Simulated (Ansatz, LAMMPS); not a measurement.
## Atom list for Amorphous 29Ga2O3-71GeO2 (mol %) (86 atoms)

The starting structure: 86 atoms (14 Fe, 17 Ge, 55 O) placed at random at 3.74 g/cm³, melted at 5000 K for 10 ps at fixed volume with the Morse and Coulomb pair potential with partial charges (Pedone, Malavasi, Menziani, Cormack and Segre, J. Phys. Chem. B 110, 11780 (2006)). Quenched from 5000 K to 300 K at 100 K/ps and fixed volume, held 5 ps, then minimised at fixed cell. Then Fe was replaced by Ga and the cell scaled by 1.006 (the potential has no terms for the new elements, so the cell is a start for a DFT relaxation).

This is the last frame of 206 fs of DFT dynamics near 360 K. Method: Kohn-Sham DFT, PBE, PAW (set soft_2), plane waves (Ansatz 0.2.0); cutoff 420 eV, Γ point, fixed occupations; density 3.92 g/cm³.

Cell vectors (Å):

```
10.944 0.000 0.000
0.000 10.944 0.000
0.000 0.000 10.944
```

Positions (Å):

```
1 Ga 0.780 8.583 10.912
2 Ga 9.045 3.902 0.063
3 Ga 10.238 10.038 2.320
4 Ga 2.574 6.305 9.074
5 Ga 4.095 1.478 0.410
6 Ga 2.384 10.330 2.537
7 Ga 6.649 5.934 1.436
8 Ga 8.370 9.899 9.288
9 Ga 5.692 8.015 9.755
10 Ga 3.692 7.953 0.864
11 Ga 4.807 10.256 3.506
12 Ga 8.675 7.580 0.267
13 Ga 7.218 8.470 4.204
14 Ga 6.389 2.730 10.524
15 Ge 10.181 6.621 8.994
16 Ge 1.286 3.444 10.664
17 Ge 8.779 2.027 2.972
18 Ge 5.435 2.956 3.016
19 Ge 4.186 1.230 8.314
20 Ge 1.841 0.026 10.563
21 Ge 6.426 10.244 0.847
22 Ge 9.686 6.822 3.094
23 Ge 9.252 7.127 6.031
24 Ge 5.940 9.568 6.908
25 Ge 9.563 1.989 8.762
26 Ge 0.007 1.654 5.638
27 Ge 3.434 7.486 6.313
28 Ge 4.655 6.208 3.384
29 Ge 3.188 1.757 5.245
30 Ge 1.733 5.679 1.988
31 Ge 0.763 9.401 5.407
32 O 9.475 5.708 10.311
33 O 2.345 8.858 5.852
34 O 0.426 6.331 3.061
35 O 9.095 0.338 8.477
36 O 10.674 8.164 6.128
37 O 9.638 5.973 7.460
38 O 2.091 1.816 10.826
39 O 0.266 0.001 6.311
40 O 3.615 8.844 2.735
41 O 0.865 7.223 9.286
42 O 6.196 9.837 5.078
43 O 8.515 6.248 1.826
44 O 8.142 2.772 9.544
45 O 7.965 9.587 0.136
46 O 3.035 5.451 3.128
47 O 0.912 10.878 1.374
48 O 10.510 2.480 7.289
49 O 2.031 4.415 9.481
50 O 6.719 9.364 8.640
51 O 4.824 2.515 9.502
52 O 4.097 7.067 9.884
53 O 0.750 9.815 3.639
54 O 3.386 0.214 9.398
55 O 10.193 8.589 1.042
56 O 9.295 3.105 1.687
57 O 0.590 10.220 9.693
58 O 5.433 0.367 7.310
59 O 3.263 2.036 7.009
60 O 7.035 2.214 3.122
61 O 9.293 8.141 9.377
62 O 6.288 7.203 3.176
63 O 7.675 8.039 6.048
64 O 1.097 4.155 1.320
65 O 2.532 9.381 0.193
66 O 6.483 10.048 2.593
67 O 7.076 4.332 0.394
68 O 2.692 6.332 7.251
69 O 5.892 4.767 3.155
70 O 3.817 0.458 1.940
71 O 4.771 8.299 7.239
72 O 4.326 6.879 4.956
73 O 10.628 2.870 10.065
74 O 8.951 0.346 2.485
75 O 1.540 2.235 4.923
76 O 2.038 6.956 0.760
77 O 5.152 9.211 0.116
78 O 4.654 6.415 1.453
79 O 9.077 8.511 3.531
80 O 9.140 5.927 4.686
81 O 3.458 0.132 4.487
82 O 9.544 2.290 4.578
83 O 6.097 0.854 0.237
84 O 4.530 2.765 4.546
85 O 4.891 2.904 1.349
86 O 6.970 7.062 10.747
```

Predict the forces and charges.

Columns: atom, q, fx, fy, fz (forces in eV/Å, q the Löwdin charge in e).

```
1 1.03 0.480 -0.179 -1.574
2 1.06 -1.285 0.669 0.061
3 1.05 0.308 0.167 0.022
4 1.10 -0.025 -1.019 0.719
5 1.00 0.372 0.319 0.173
6 1.01 -1.119 -0.361 -0.242
7 1.04 -1.671 -0.325 0.212
8 1.11 0.792 -1.205 0.347
9 1.09 0.301 -0.381 -0.585
10 1.02 1.116 0.196 0.246
11 1.03 1.074 -0.832 -0.468
12 1.02 0.184 0.140 -0.367
13 1.04 -0.122 -0.594 -0.384
14 1.09 0.666 0.979 0.603
15 1.57 -0.693 0.168 -1.353
16 1.57 0.269 -0.227 -0.443
17 1.60 0.243 0.172 -0.514
18 1.56 1.315 2.091 0.630
19 1.58 1.923 1.140 -2.157
20 1.52 -0.497 0.081 -0.151
21 1.57 0.763 -2.005 0.618
22 1.51 -1.678 -1.161 1.580
23 1.52 -0.608 -1.285 0.527
24 1.52 0.012 1.149 -0.010
25 1.57 0.940 0.215 -1.214
26 1.54 -1.654 0.784 1.006
27 1.62 0.484 1.948 -1.472
28 1.55 1.332 -0.084 -1.966
29 1.59 1.761 -0.300 -0.121
30 1.58 0.115 0.710 0.543
31 1.56 -0.615 0.674 0.553
32 -0.69 0.433 -0.792 0.969
33 -0.74 0.931 -0.246 0.177
34 -0.70 -0.149 0.272 -0.375
35 -0.67 0.086 0.308 -0.207
36 -0.73 0.078 0.161 -0.158
37 -0.68 -0.286 0.845 -0.898
38 -0.68 1.196 0.834 0.577
39 -0.69 0.231 -0.555 -1.350
40 -0.67 -0.199 0.812 0.148
41 -0.66 0.722 0.398 0.830
42 -0.63 -0.879 0.041 0.502
43 -0.65 1.404 1.029 -0.378
44 -0.68 0.071 0.246 0.320
45 -0.68 -0.397 0.815 0.562
46 -0.73 -1.251 -0.832 0.356
47 -0.69 0.344 -0.079 0.788
48 -0.69 -0.327 -0.342 -0.194
49 -0.71 0.732 1.512 -0.578
50 -0.64 -0.823 -0.904 -1.185
51 -0.66 -0.257 -0.674 0.109
52 -0.66 -0.589 0.191 -0.285
53 -0.67 -0.058 -0.195 0.419
54 -0.71 -0.840 -1.222 1.878
55 -0.64 0.533 -0.894 0.334
56 -0.73 0.523 -0.006 0.207
57 -0.71 -1.195 -0.912 -0.349
58 -0.73 -0.175 -0.444 -0.018
59 -0.70 0.018 -0.255 0.286
60 -0.75 -0.743 -0.377 0.413
61 -0.70 -0.287 0.540 0.378
62 -0.69 0.266 0.601 0.324
63 -0.71 0.800 -0.383 0.066
64 -0.70 -0.013 -0.024 0.076
65 -0.66 -0.110 -0.939 0.392
66 -0.65 -0.793 0.070 0.360
67 -0.64 0.405 -1.046 -0.663
68 -0.70 -0.779 -1.567 1.178
69 -0.67 -0.932 -0.485 0.019
70 -0.68 -0.018 0.043 -0.153
71 -0.72 -0.273 -0.054 0.390
72 -0.74 0.210 0.125 0.719
73 -0.70 -0.971 0.034 0.168
74 -0.71 0.342 -0.280 -0.067
75 -0.71 -0.949 0.283 -0.418
76 -0.69 -1.011 -0.129 0.258
77 -0.68 -0.053 0.245 0.561
78 -0.66 0.926 0.069 0.640
79 -0.68 0.476 -0.113 -0.489
80 -0.67 0.669 1.596 -0.793
81 -0.68 -0.635 0.354 0.391
82 -0.70 1.314 -0.704 0.900
83 -0.70 -0.343 2.104 -1.136
84 -0.70 -0.683 -0.406 -0.138
85 -0.68 -0.682 0.075 -0.891
86 -0.65 -0.493 -0.391 0.207
```

The quench rate of 100 K/ps is many orders above laboratory rates, so the cell is likely richer in defects and strain than a real sample. The network of bonds at the start is that of the classical potential that made the cell, and needn't be the one that DFT or experiment would give. Only the Γ point is sampled, in a cell whose shortest periodic width is 11 Å. The Löwdin charges lack the electrons that the projection spills, 0.039 e an atom on average.

The r.m.s. force component is 0.762 eV/Å; the longest force, 3.11 eV/Å, acts on Ge19.

[Logs are printed without paths, hosts, clocks, repeated set-up lines and the standing remarks that a program may print on its own settings, such as how far it seeks lower states.]

[Hosts, paths, dates, database ids (printed as entryN), source tags and the programs' standing remarks are cut or masked in the printed files.]
